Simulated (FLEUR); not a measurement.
# Eu: parallel and opposed starts, part 2 of 2

A self-consistent run ends on one state, which hangs on the start. Several orders of Eu are started in FLEUR and their energies compared.

FLEUR MaX-R8.1; PBEsol with U = 6 eV on Eu f; all-electron FLAPW, Dirac cores, scalar-relativistic bands.

So far, largest spin moment in the muffin-tin sphere (μB): step 2 (start 1: ferro +) 7.02; step 3 (order 2, typed as antiferro q=(1/2,1/2,1/2) +-) 6.99.

The database entry behind the starting cell differs from later determinations by our own check (about 0.5 % long), so it need not match the best structure at ambient conditions.

## (4) Run 3 (antiferro q=(0,0,1/2) +-)

Reversing part of the moments tests the sign of the couplings between them.

This order needs a doubled cell of 2 atoms. The mesh is halved along the doubled vector, so that both cells sample the same points. The k list default-1 (kpts.xml, not shown) is a Γ-centred 8×8×4 mesh.

File inp.xml:

```
<?xml version="1.0" encoding="UTF-8" standalone="no"?>
<fleurInput fleurInputVersion="0.39">
   <comment>
      Eu
   </comment>
   <calculationSetup>
      <cutoffs Kmax="3.6" Gmax="10.8" GmaxXC="10.8" numbands="0"/>
      <scfLoop itmax="130" minDistance="0.0001" maxIterBroyd="15" imix="Anderson" alpha="0.05" precondParam="0.0" spinf="2.0" sdNocoIR="T"/>
      <coreElectrons ctail="T" frcor="F" kcrel="0" coretail_lmax="0"/>
      <xcFunctional name="PBEs" relativisticCorrections="F"/>
      <magnetism jspins="2"/>
      <soc l_soc="F" theta="0.0" phi="0.0" spav="F"/>
      <expertModes spex="0" secvar="F"/>
      <geometryOptimization l_f="F" forcealpha="1.0" forcemix="BFGS" epsdisp="0.00001" epsforce="0.00001"/>
      <ldaU l_linMix="F" mixParam="0.05" spinf="1.0"/>
   </calculationSetup>
   <cell>
      <bzIntegration valenceElectrons="34.0" mode="hist" fermiSmearingEnergy="0.00110248">
         <kPointListSelection listName="default-1"/>
         <xi:include xmlns:xi="http://www.w3.org/2001/XInclude" href="kpts.xml"> </xi:include>
      </bzIntegration>
      <xi:include xmlns:xi="http://www.w3.org/2001/XInclude" href="sym.xml"> </xi:include>
      <bulkLattice scale="1.0">
         <bravaisMatrix>
            <row-1>   -4.3520392649537998     4.3520392649537998     4.3520392649537998</row-1>
            <row-2>    4.3520392649537998    -4.3520392649537998     4.3520392649537998</row-2>
            <row-3>    8.7040785299075996     8.7040785299075996    -8.7040785299075996</row-3>
         </bravaisMatrix>
      </bulkLattice>
   </cell>
   <atomSpecies>
      <species name="Europium (7.000" element="Eu" atomicNumber="63">
         <mtSphere radius="2.8" gridPoints="925" logIncrement="0.014"/>
         <atomicCutoffs lmax="10" lnonsphr="8"/>
         <electronConfig flipSpins="F">
            <coreConfig>(1s1/2) (2s1/2) (2p1/2) (2p3/2) (3s1/2) (3p1/2) (3p3/2) (4s1/2) (3d3/2) (3d5/2) (4p1/2) (4p3/2) (4d3/2) (4d5/2)</coreConfig>
            <valenceConfig>(5s1/2) (5p1/2) (5p3/2) (6s1/2) (4f5/2) (4f7/2)</valenceConfig>
            <stateOccupation state="(4f5/2)" spinUp="3.0" spinDown="0.0"/>
            <stateOccupation state="(4f7/2)" spinUp="4.0" spinDown="0.0"/>
         </electronConfig>
         <energyParameters s="6" p="6" d="5" f="4"/>
         <ldaU l="3" U="6.0" J="0.0" l_amf="F"/>
         <lo type="SCLO" l="0" n="5" eDeriv="0"/>
         <lo type="SCLO" l="1" n="5" eDeriv="0"/>
      </species>
      <species name="Europium (-7.000" element="Eu" atomicNumber="63">
         <mtSphere radius="2.8" gridPoints="925" logIncrement="0.014"/>
         <atomicCutoffs lmax="10" lnonsphr="8"/>
         <electronConfig flipSpins="F">
            <coreConfig>(1s1/2) (2s1/2) (2p1/2) (2p3/2) (3s1/2) (3p1/2) (3p3/2) (4s1/2) (3d3/2) (3d5/2) (4p1/2) (4p3/2) (4d3/2) (4d5/2)</coreConfig>
            <valenceConfig>(5s1/2) (5p1/2) (5p3/2) (6s1/2) (4f5/2) (4f7/2)</valenceConfig>
            <stateOccupation state="(4f5/2)" spinUp="0.0" spinDown="3.0"/>
            <stateOccupation state="(4f7/2)" spinUp="0.0" spinDown="4.0"/>
         </electronConfig>
         <energyParameters s="6" p="6" d="5" f="4"/>
         <ldaU l="3" U="6.0" J="0.0" l_amf="F"/>
         <lo type="SCLO" l="0" n="5" eDeriv="0"/>
         <lo type="SCLO" l="1" n="5" eDeriv="0"/>
      </species>
   </atomSpecies>
   <atomGroups>
      <atomGroup species="Europium (7.000">
         <relPos label="                   1">.0000000000 .0000000000 .0000000000</relPos>
         <force calculate="T" relaxXYZ="TTT"/>
      </atomGroup>
      <atomGroup species="Europium (-7.000">
         <relPos label="                   2">.0000000000 .0000000000 1.000/2.000</relPos>
         <force calculate="T" relaxXYZ="TTT"/>
      </atomGroup>
   </atomGroups>
   <output dos="F" band="F" slice="F">
      <bandDOS minEnergy="-.5*Htr" maxEnergy="0.5*Htr" sigma="0.015" storeEVData="T"/>
      <plotting iplot="0" polar="F">
         <plot TwoD="T" vec1="  1.0  0.0  0.0" vec2="  0.0  1.0  0.0" vec3="  0.0  0.0  1.0" zero="  0.0  0.0  0.0" file="plot"/>
      </plotting>
      <moessbauerParams electricFieldGradient="F" isomerShift="F" coreHyperfine="F" valenceHyperfine="F"/>
   </output>
</fleurInput>
```

File crystal.txt:

```
Eu
&input film=F cartesian=F /
-2.30300000000  2.30300000000  2.30300000000
2.30300000000  -2.30300000000  2.30300000000
4.60600000000  4.60600000000  -4.60600000000
1.8897261246
1.0 1.0 1.0

2
63 0.00000000000  0.00000000000  0.00000000000 : 7.000
63 0.00000000000  0.00000000000  0.50000000000 : -7.000

&kpt div1=8 div2=8 div3=4 gamma=T /
```

On the command line:

```bash
$ OMP_NUM_THREADS=1 inpgen -f crystal.txt > inpgen.log  # inp.xml is then edited as shown
$ OMP_NUM_THREADS=1 mpirun -n 4 fleur_MPI > fleur.log
```

Output:

```text
[banner, memory and clock lines left out]
Welcome to FLEUR        (www.flapw.de)
      MaX-Release 8.1          (www.max-centre.eu)

 ========== k-point set info ==========
 Selected k-point list: default-1
 k-point list type: mesh
 0 x 0 x 0
 Number of k points: 80

 [... set-up left out ...]
 Iteration:     1   Distance:       2.72483794 me/bohr^3
 Iteration:     2   Distance:       2.58331023 me/bohr^3
 Iteration:     3   Distance:       0.48893791 me/bohr^3
 Iteration:     4   Distance:       0.12864945 me/bohr^3
 Iteration:     5   Distance:       0.12541773 me/bohr^3
[...]
[... left out ...]
            <freeEnergy value="-21697.4288263676"/>
            <extrapolationTo0K value="-21697.4287245707"/>
         </totalEnergy>
         [... left out ...]
         <ldaUDensityMatrixConvergence>
            <distance spin="1" distance="0.000000"/>
            <distance spin="2" distance="0.000000"/>
         </ldaUDensityMatrixConvergence>
         <densityConvergence units="me/bohr^3">
            <chargeDensity spin="1" distance="0.0000147671"/>
            <chargeDensity spin="2" distance="0.0000147672"/>
            <overallChargeDensity distance="0.0000136319"/>
            <spinDensity distance="0.0000262001"/>
         </densityConvergence>
      </iteration>
```

The job ended after 79 s (4 MPI ranks of Intel Xeon Platinum 8259CL at 2.50GHz (Skylake/Cascade Lake), shared host; peak memory 0.37 GiB; 5.2 min of CPU time).

Spin moment in the muffin-tin sphere by atom:

| atom | spin moment in the muffin-tin sphere (μB) |
| --- | --- |
| Eu1 | 7.01 |
| Eu2 | -7.01 |

This step gave:

| Property | Result |
| --- | --- |
| free energy | -590417.1163 eV |
| program's band gap on this mesh (in a metal only a level spacing) | 1.39e-6 eV |
| magnetization | 0 μB |
| final state | antiferromagnetic |

It lies 2.36 meV a seeded atom over the first start, and its largest moment is 7.01 μB against 7.02 μB.

## (5) Ranking

Free energies are divided by the number of seeded atoms, so that cells of unlike size compare. Wavevectors q in the names are fractions of the primitive cell's reciprocal vectors.

Orders:

| start | final state | typed order kept | energy over the lowest (meV a seeded atom) | largest sphere moment (μB) | net moment (μB a primitive cell) | mesh matched | CPU time (s) |
| --- | --- | --- | --- | --- | --- | --- | --- |
| ferro + | ferromagnetic | yes | 0 | 7.02 | 7.284 | yes | 70.99 |
| antiferro q=(1/2,1/2,1/2) +- | antiferromagnetic | yes | 13.64 | 6.985 | 0 | yes | 150.4 |
| antiferro q=(0,0,1/2) +- | antiferromagnetic | yes | 2.364 | 7.013 | 0 | yes | 313.9 |

## (6) Spin–orbit coupling, moments along [001]

Spin–orbit coupling ties the spins to the lattice and lets orbital moments form.

A new self-consistent run of the start ferro +, with the moments along z. Here n_mmp_mat seeds f states of whole m by Hund's three rules. The k list default-1 (kpts.xml, not shown) is a Γ-centred 8×8×8 mesh.

File inp.xml:

```
<?xml version="1.0" encoding="UTF-8" standalone="no"?>
<fleurInput fleurInputVersion="0.39">
   <comment>
      Eu
   </comment>
   <calculationSetup>
      <cutoffs Kmax="3.6" Gmax="10.8" GmaxXC="10.8" numbands="37"/>
      <scfLoop itmax="130" minDistance="0.0001" maxIterBroyd="15" imix="Anderson" alpha="0.05" precondParam="0.0" spinf="2.0" sdNocoIR="T"/>
      <coreElectrons ctail="T" frcor="F" kcrel="0" coretail_lmax="0"/>
      <xcFunctional name="PBEs" relativisticCorrections="F"/>
      <magnetism jspins="2"/>
      <soc l_soc="T" theta="0.0" phi="0.0" spav="F"/>
      <expertModes spex="0" secvar="F"/>
      <geometryOptimization l_f="F" forcealpha="1.0" forcemix="BFGS" epsdisp="0.00001" epsforce="0.00001"/>
      <ldaU l_linMix="F" mixParam="0.05" spinf="1.0"/>
   </calculationSetup>
   <cell>
      <bzIntegration valenceElectrons="17.0" mode="hist" fermiSmearingEnergy="0.00110248">
         <kPointListSelection listName="default-1"/>
         <xi:include xmlns:xi="http://www.w3.org/2001/XInclude" href="kpts.xml"> </xi:include>
      </bzIntegration>
      <xi:include xmlns:xi="http://www.w3.org/2001/XInclude" href="sym.xml"> </xi:include>
      <bulkLattice scale="1.0">
         <bravaisMatrix>
            <row-1>   -4.3520392649537998     4.3520392649537998     4.3520392649537998</row-1>
            <row-2>    4.3520392649537998    -4.3520392649537998     4.3520392649537998</row-2>
            <row-3>    4.3520392649537998     4.3520392649537998    -4.3520392649537998</row-3>
         </bravaisMatrix>
      </bulkLattice>
   </cell>
   <atomSpecies>
      <species name="Europium (7.000" element="Eu" atomicNumber="63">
         <mtSphere radius="2.8" gridPoints="925" logIncrement="0.014"/>
         <atomicCutoffs lmax="10" lnonsphr="8"/>
         <electronConfig flipSpins="F">
            <coreConfig>(1s1/2) (2s1/2) (2p1/2) (2p3/2) (3s1/2) (3p1/2) (3p3/2) (4s1/2) (3d3/2) (3d5/2) (4p1/2) (4p3/2) (4d3/2) (4d5/2)</coreConfig>
            <valenceConfig>(5s1/2) (5p1/2) (5p3/2) (6s1/2) (4f5/2) (4f7/2)</valenceConfig>
            <stateOccupation state="(4f5/2)" spinUp="3.0" spinDown="0.0"/>
            <stateOccupation state="(4f7/2)" spinUp="4.0" spinDown="0.0"/>
         </electronConfig>
         <energyParameters s="6" p="6" d="5" f="4"/>
         <ldaU l="3" U="6.0" J="0.0" l_amf="F"/>
         <lo type="SCLO" l="0" n="5" eDeriv="0"/>
         <lo type="SCLO" l="1" n="5" eDeriv="0"/>
      </species>
   </atomSpecies>
   <atomGroups>
      <atomGroup species="Europium (7.000">
         <relPos label="                   1">.0000000000 .0000000000 .0000000000</relPos>
         <force calculate="T" relaxXYZ="TTT"/>
      </atomGroup>
   </atomGroups>
   <output dos="F" band="F" slice="F">
      <bandDOS minEnergy="-.5*Htr" maxEnergy="0.5*Htr" sigma="0.015" storeEVData="T"/>
      <plotting iplot="0" polar="F">
         <plot TwoD="T" vec1="  1.0  0.0  0.0" vec2="  0.0  1.0  0.0" vec3="  0.0  0.0  1.0" zero="  0.0  0.0  0.0" file="plot"/>
      </plotting>
      <moessbauerParams electricFieldGradient="F" isomerShift="F" coreHyperfine="F" valenceHyperfine="F"/>
   </output>
</fleurInput>
```

File crystal.txt:

```
Eu
&input film=F cartesian=F /
-2.30300000000  2.30300000000  2.30300000000
2.30300000000  -2.30300000000  2.30300000000
2.30300000000  2.30300000000  -2.30300000000
1.8897261246
1.0 1.0 1.0

1
63 0.00000000000  0.00000000000  0.00000000000 : 7.000

&soc 0.0000000 0.0000000 /
&kpt div1=8 div2=8 div3=8 gamma=T /
```

Output:

```text
[banner, memory and clock lines left out]
Welcome to FLEUR        (www.flapw.de)
      MaX-Release 8.1          (www.max-centre.eu)

 ========== k-point set info ==========
 Selected k-point list: default-1
 k-point list type: mesh
 0 x 0 x 0
 Number of k points: 80

 [... set-up left out ...]
 Iteration:     1   Distance:       2.76683352 me/bohr^3
 Iteration:     2   Distance:       2.61961908 me/bohr^3
 Iteration:     3   Distance:       0.68031543 me/bohr^3
 Iteration:     4   Distance:       0.14429955 me/bohr^3
 Iteration:     5   Distance:       0.14353587 me/bohr^3
 Iteration:     6   Distance:       0.05358000 me/bohr^3
 Iteration:     7   Distance:       0.06933963 me/bohr^3
 Iteration:     8   Distance:       0.01973408 me/bohr^3
 Iteration:     9   Distance:       0.01690125 me/bohr^3
 Iteration:    10   Distance:       0.00707804 me/bohr^3
 Iteration:    11   Distance:       0.00608272 me/bohr^3
 Iteration:    12   Distance:       0.00089823 me/bohr^3
 Iteration:    13   Distance:       0.00111115 me/bohr^3
 Iteration:    14   Distance:       0.00019581 me/bohr^3
 Iteration:    15   Distance:       0.00018186 me/bohr^3
 Iteration:    16   Distance:       0.00017715 me/bohr^3
 Iteration:    17   Distance:       0.00014368 me/bohr^3
 Iteration:    18   Distance:       0.00007092 me/bohr^3

 ********************************************************************
 Run finished successfully
 Stop message:
   all done
 ********************************************************************

--- out.xml (last complete iteration) ---
<iteration numberForCurrentRun="   18" overallNumber="   18">
         [... left out ...]
         <bandgap value="0.0000000000" units="eV"/>
         <sumValenceSingleParticleEnergies value="-4.6924701707" units="Htr"/>
         <FermiEnergy value="0.1827293722" units="Htr"/>
         [... left out ...]
         <magneticMomentsInMTSpheres units="muBohr">
            <globalMagMoment atomType="1" vec="0.00000   0.00000   7.01674"/>
         </magneticMomentsInMTSpheres>
         <orbitalMomentsInMTSpheres units="muBohr">
            <globalMagMoment atomType="1" vec="0.00000   0.00000  -0.01024"/>
         </orbitalMomentsInMTSpheres>
         [... left out ...]
         <totalEnergy value="   -10848.7234508464" units="Htr">
            <sumOfEigenvalues value="    -6679.3596754128">
               <coreElectrons value="-6674.6672052421"/>
               <valenceElectrons value="-4.6924701707"/>
            </sumOfEigenvalues>
         [... left out ...]
            <freeEnergy value="-10848.7236340329"/>
            <extrapolationTo0K value="-10848.7235424397"/>
         </totalEnergy>
         [... left out ...]
         <ldaUDensityMatrixConvergence>
            <distance spin="1" distance="0.000001"/>
            <distance spin="2" distance="0.000000"/>
         </ldaUDensityMatrixConvergence>
         <densityConvergence units="me/bohr^3">
            <chargeDensity spin="1" distance="0.0000443922"/>
            <chargeDensity spin="2" distance="0.0000368778"/>
            <overallChargeDensity distance="0.0000403937"/>
            <spinDensity distance="0.0000709199"/>
         </densityConvergence>
      </iteration>
```

Wall time 47 s (4 MPI ranks); peak memory 0.31 GiB; 3.1 min of CPU time.

Numbers from this step:

```yaml
free_energy: -295208.8091 eV
program_s_band_gap_on_this_mesh_in_a_metal_only_a_level_spacing: 0 eV
magnetization: 7.288 μB
final_state: ferromagnetic
largest_moment: 7.017 μB
orbital_moment_along_the_spin: -0.01024 μB
```

Orbital moment in the sphere, along the spin axis by atom:

| atom | orbital moment in the sphere, along the spin axis (μB) |
| --- | --- |
| Eu1 | -0.0102 |

## (7) Outcome

| Property | Result |
| --- | --- |
| lowest state found | ferromagnetic (typed ferro +) |
| largest site spin moment | 7.02 μB |
| next finished state | antiferromagnetic, 2.36 meV a seeded atom higher |
| orbital moment on the atom of largest spin, along its spin (spin–orbit run) | -0.0102 μB |
| spin plus orbital moment | Eu 7.01 μB |

The lowest state found is ferromagnetic, reached from the start ferro +, with moments up to 7.02 μB. The two lowest states lie so close that the mesh, the functional or spin–orbit coupling could swap them. The shell is near half filling, where Hund's rules give no orbital moment. Only 3 starts were tried; other patterns of signs, canted and longer-period orders were not. The f shell is half filled, so the spin-only picture is fair.

[Logs and program files are shortened in this print: banners, set-up blocks, solver, clock and traceback lines can be left out without a mark of their own.]

[Logs are printed without paths, hosts, clocks, repeated set-up lines and the standing remarks that a program may print on its own settings, such as how far it seeks lower states.]

[Hosts, paths, dates, database ids (printed as entryN), source tags and the programs' standing remarks are cut or masked in the printed files.]

[Where a cell is said to come from a database of computed structures, the database is the Materials Project.]
